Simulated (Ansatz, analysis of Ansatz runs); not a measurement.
# A hop of Mg in MgH2 (Pbcn), charge −2, part 2 of 2

How high is the barrier when Mg changes place in MgH2 (Pbcn)? The case: V_Mg hop (3.4 Å), charge −2, in a cell of 48 host atoms with 1 Mg taken out.

Ansatz 0.2.0; plane-wave PAW DFT, r2SCAN; nudged elastic band between two relaxed defect structures at fixed charge in a uniform background.

So far, barrier forward (eV): step 4 (nudged elastic band, charge −2) 0.962.

## Step 5: Single point at the top of the path, r2SCAN

A single point at the top of the band gives the levels near the gap and the populations there.

This step: plane-wave PAW DFT, r2SCAN; single point of a defect supercell on a structure of the r2SCAN path.

qm2.top.probe/input.yaml reads:

```yaml
crystal:
  lattice:
    - [-4.47819636, 5.4013991, 4.90197395]
    - [4.47819636, -5.4013991, 4.90197395]
    - [4.47819636, 5.4013991, -4.90197395]
  atoms:
    - { symbol: Mg, position: [0.29825998, 0.13269382, 0.67330387] }
    - { symbol: Mg, position: [0.27161378, 0.61993158, 0.16712102] }
[... 2 atom lines left out ...]
    - { symbol: Mg, position: [0.46437622, 0.10524358, 0.33566829] }
[... 8 atom lines left out ...]
    - { symbol: Mg, position: [0.45205591, 0.38736834, 0.268542] }
[... 1 atom line left out ...]
    - { symbol: H, position: [0.15102025, 0.0699672, 0.80387599] }
[... 5 atom lines left out ...]
    - { symbol: H, position: [0.6170827, 0.39579463, 0.44477659] }
[... 7 atom lines left out ...]
    - { symbol: H, position: [0.97521416, 0.15524424, 0.06234509] }
[... 4 atom lines left out ...]
    - { symbol: H, position: [0.50710238, 0.81975642, 0.41378463] }
    - { symbol: H, position: [0.26786838, 0.16758609, 0.31657345] }
[... 2 atom lines left out ...]
    - { symbol: H, position: [0.71121047, 0.64550372, 0.3224113] }
    - { symbol: H, position: [0.40384083, 0.10683423, 0.09361725] }
    - { symbol: H, position: [0.43908944, 0.59271106, 0.56854622] }
[... 2 atom lines left out ...]
    - { symbol: H, position: [0.30191383, 0.40982332, 0.12731952] }
[... 2 atom lines left out ...]
    - { symbol: H, position: [0.84615146, 0.92998703, 0.19322053] }
total_charge: -2
basis:
  ecutwfc: 500
  xc_grid: 2
hamiltonian:
  xc: r2scan
kpoints:
  mp_grid: { grid: [1, 1, 1] }
scf:
  occupations: { method: fixed }
  max_iter: 80
output:
  forces: true
  eigenvalues: true
  eigenstates: { localisation: true }
  populations: true
  write_density: true
  write_potential: true
  volumetric_format: npy
  elf: true
checkpoint:
  write: "../qm2.top.probe.run"
  compress: false
  write_wavefunctions: false
  write_every: 100000
```

Run with:

```sh
$ ansatz run input.yaml --threads 4 --pin off --max-ram 7536MiB --backend cpu --events-out ev --progress --plain --runs-dir out
```

The job ended after 7.3 s (4 threads of Arm Neoverse V1, shared host; peak memory 0.7 GiB; 24 s of CPU time).

This step gave:

```yaml
free_energy: -29405.6743 eV
```

From eigenstates.tsv, first k-point; energies on the run's zero. The participation number counts the atoms that a state is spread over, of 47; bands count from 0.

```tsv
spin	band	energy (eV)	occupation	participation	largest share on	share
both	86	1.220	2.00	17.4	H19	0.10
both	87	1.308	2.00	20.7	H26	0.10
both	88	1.479	2.00	12.4	H17	0.22
both	89	1.602	2.00	8.5	H34	0.29
both	90	1.756	2.00	11.6	H26	0.19
both	91	1.841	2.00	21.5	H17	0.11
both	92	5.903	0.00	42.3	H41	0.04
both	93	6.189	0.00	32.5	Mg14	0.07
both	94	6.568	0.00	38.5	H27	0.05
both	95	6.619	0.00	33.9	H31	0.06
both	96	6.680	0.00	34.6	H42	0.06
```

Under r2SCAN at the zone centre alone, the highest filled state is spread over 22 of 47 atoms, and the lowest empty one, 4.06 eV above it, is spread over 42 of 47 atoms.

Löwdin populations of the atoms near the centre, and their excess over far atoms of the same element, which can also hold differences between inequivalent host sites (the log counts sites from 0):

```tsv
atom	distance from the centre (Å)	electrons	excess
Mg14	0.60	8.532	-0.014
H44	1.32	1.687	-0.029
H36	2.08	1.714	-0.002
H40	2.20	1.711	-0.005
H22	2.27	1.704	-0.012
H41	2.30	1.709	-0.006
H39	2.72	1.702	-0.014
Mg2	2.84	8.538	-0.008
```

Valence density in the ac plane at fractional y = 0.375, through the centre, with atoms of Mg and H within 0.45 Å of it. It is the smooth field of the valence electrons, not physical close to the nuclei.

Values in e/Å³, 13 rows by 16 columns, each cell a mean:
```
 0  0  0  0  0  0  0  0  1  0  0  0  0  0  0  0
 1  1  0  0  0  0  0  0  0  0  3 15  3  0  0  0
 0  0  0  0  0  0  0  0  0  0  3  9  1  0  0  0
 6  4  0  0  1  0  0  0  0  0  0  0  0  0  0  0
16  7  0  0  0  0  0  0  0  0  0  0  0  0  0  1
 1  0  0  0  0  0  0  0  0  0  0  0  0  0  0  0
 1  0  0  0  0  0  0  0  0  0  0  0  0  0  0  0
 0  0  0  0  0  0  0  0  0  1  1  0  0  0  0  0
 0  0  0  0  0  0  1  3  1  0  0  0  0  0  0  0
 0  0  0  0  0  0  7 18  2  0  0  0  0  0  0  0
 0  0  0  0  0  0  1  1  0  0  0  0  1  1  0  0
 0  0  0  0  1  1  0  0  0  0  0  0  0  0  0  0
 0  0  0  0  0  0  0  0  0  0  0  0  0  0  0  0
```
Columns run along a (8.6 Å), rows up along c (8.6 Å). Atoms in or near the plane, at fractional coordinates: Mg at (0.71, 0.85), Mg at (0.04, 0.66), Mg at (0.45, 0.27), H at (0.08, 0.91), H at (0.62, 0.44), H at (0.26, 0.69), H at (0.77, 0.18), H at (0.99, 0.43), H at (0.51, 0.91), H at (0.30, 0.13), H at (0.85, 0.71).

ELF in the ac plane at fractional y = 0.375, through the centre, with atoms of Mg and H within 0.45 Å of it. It is the smooth field of the valence electrons, not physical close to the nuclei.

Values in units of 1e-1, 13 rows by 16 columns, each cell a mean:
```
 9.4  9.8  7.9  1.8  0.8  0.4  2.3  9.1 10.0  9.8  4.0  1.0  0.6  0.4  0.5  3.7
 9.9  9.9  8.5  1.6  1.0  1.1  2.6  8.6  9.6  6.0  2.6  3.3  3.0  0.3  0.7  6.1
 5.4  4.8  2.4  4.4  8.5  7.8  2.7  2.7  3.6  1.0  2.7  3.2  1.9  3.7  2.8  2.7
 2.9  2.9  1.5  9.3 10.0  9.9  5.4  0.5  0.6  0.6  0.4  1.9  7.6  9.8  7.7  1.3
 3.2  3.2  1.6  8.9  9.8  8.5  2.6  0.3  0.4  0.5  0.6  4.4  9.6  9.9  6.0  2.2
 3.2  3.0  1.4  2.7  3.4  1.4  0.2  0.1  0.6  2.5  2.9  1.8  4.5  5.2  1.8  1.9
 9.8  9.7  4.9  0.2  0.2  0.3  0.3  0.8  6.0  9.6  9.6  6.2  0.7  0.4  4.5  9.4
 9.9  9.2  3.3  0.1  0.3  0.5  0.6  1.5  7.7  9.9  9.9  6.5  0.5  0.5  5.1  9.5
 4.6  2.3  0.3  0.1  0.3  0.4  1.3  2.5  2.3  6.3  5.6  1.6  3.6  4.1  2.1  3.7
 0.3  0.2  0.2  0.7  3.0  1.2  3.5  3.1  2.5  0.5  1.1  6.5  9.8  9.7  6.7  1.0
 0.3  0.3  0.5  5.8  9.6  6.8  2.3  2.1  0.5  0.3  3.0  9.4 10.0  9.9  6.7  0.7
 0.3  0.3  1.5  8.8 10.0  9.9  6.3  0.7  0.5  0.6  1.3  6.1  8.1  6.4  1.9  0.2
 2.5  3.8  2.2  5.1  8.5  7.1  1.9  3.1  7.4  7.4  2.9  0.7  1.0  0.6  0.2  0.4
```
Columns run along a (8.6 Å), rows up along c (8.6 Å). Atoms in or near the plane, at fractional coordinates: Mg at (0.71, 0.85), Mg at (0.04, 0.66), Mg at (0.45, 0.27), H at (0.08, 0.91), H at (0.62, 0.44), H at (0.26, 0.69), H at (0.77, 0.18), H at (0.99, 0.43), H at (0.51, 0.91), H at (0.30, 0.13), H at (0.85, 0.71).

Electrostatic potential energy in the ac plane at fractional y = 0.375, through the centre, with atoms of Mg and H within 0.45 Å of it. With pseudopotentials it is smooth inside the atoms' cores, unlike the true potential.

Ten even steps from '_' (-48 eV) to '@' (8 eV), each cell a mean:
```
@@@@@@@@@@@@@@@@@@@@@@@@%%%%@@@@%%%%%%%%@@@@@@@@
@@**##@@@@@@@@@@@@@@@@@@****%%%%**==**##%%@@@@@@
%%==**@@@@@@@@@@@@@@@@@@%%%%%%++..__::##%%@@@@@@
%%##%%@@@@@@@@@@@@@@@@@@@@@@%%--____..##%%@@@@@@
%%%%%%@@@@@@@@@@@@@@@@@@@@@@##--____==%%@@@@@@@@
##**##%%@@@@%%%%@@@@@@@@@@@@%%##++**##%%@@@@@@%%
::..--##%%%%==++@@@@@@@@@@@@@@%%%%%%%%%%%%@@%%**
____..**%%%%++##@@@@@@@@@@@@@@@@@@@@@@%%%%%%%%==
____--##@@@@@@@@@@@@@@@@@@@@@@@@@@@@@@@@@@%%##--
--==##%%@@@@@@@@@@@@@@@@@@@@@@@@@@@@@@@@@@@@%%**
%%%%%%@@@@@@@@@@@@@@@@@@@@@@@@@@@@@@@@@@@@@@%%%%
%%%%@@@@@@@@@@@@@@@@@@@@@@@@@@@@@@@@@@@@@@@@@@@@
**%%@@@@@@@@@@@@@@@@@@@@@@@@****@@@@@@@@@@@@@@@@
##@@@@@@@@@@@@@@@@@@@@@@@@%%::==@@@@@@@@@@@@@@@@
@@@@@@@@@@@@@@@@@@%%%%%%%%%%##%%@@@@@@@@@@@@@@@@
@@@@@@@@@@@@@@@@%%##++==**%%%%@@@@@@@@@@@@@@@@@@
@@@@@@@@@@@@@@@@%%==____--##%%@@@@@@@@@@@@@@@@@@
@@@@@@@@@@@@@@%%##::____::##%%@@@@@@@@@@@@@@@@@@
@@@@@@@@@@@@@@%%##--__..++%%@@@@@@@@**++@@@@@@@@
@@@@@@@@@@@@@@%%%%##++**##%%@@@@@@@@****@@@@@@@@
@@@@@@@@@@@@##++%%%%%%%%%%@@@@@@@@@@@@@@@@@@@@@@
@@@@@@@@@@@@**++%%@@@@@@@@@@@@@@@@@@@@@@@@@@@@@@
@@@@@@@@@@@@%%@@@@@@@@@@@@@@@@@@@@@@@@@@@@@@@@@@
@@@@@@@@@@@@@@@@@@@@@@@@@@@@@@@@@@@@@@@@@@@@@@@@
```
Columns run along a (8.6 Å; values clipped at the 3rd and 97th percentile), rows up along c (8.6 Å). Atoms in or near the plane, at fractional coordinates: Mg at (0.71, 0.85), Mg at (0.04, 0.66), Mg at (0.45, 0.27), H at (0.08, 0.91), H at (0.62, 0.44), H at (0.26, 0.69), H at (0.77, 0.18), H at (0.99, 0.43), H at (0.51, 0.91), H at (0.30, 0.13), H at (0.85, 0.71).

The distance between the highest filled and the lowest empty level goes from 4.06 eV at the start to 4.06 eV at the top.

## Step 6: What came out

| Property | Result |
| --- | --- |
| barrier forward | 0.96 eV (in doubt, see below) |
| barrier backward | 0.96 eV |
| end less start | 0.00 eV |
| hop length | 3.41 Å |
| band iterations, as the log counts them | 9 |

What this shows: The top of the band lies 0.96 eV above the start and 0.96 eV above the end. In at least one step between neighbouring images a covalent bond changes partner or an atom goes far. The images sample such a step coarsely, so the top may lie higher. At the top Mg14 stands 1.70 Å from its nearest H, 0.09 Å closer than at the start. The order of the top as a saddle was not checked for all atoms, so a bent path could be lower. No image-charge correction is applied; it largely cancels along a path if the charge stays localised alike. Keep in mind: sampling at the zone centre alone can move energies of charged and open-shell states by tenths of an eV or more in cells of this size; periodic copies of the defect are only 8.6 Å apart.

[Logs are printed without paths, hosts, clocks, repeated set-up lines and the standing remarks that a program may print on its own settings, such as how far it seeks lower states.]

[Hosts, paths, dates, database ids (printed as entryN), source tags and the programs' standing remarks are cut or masked in the printed files.]
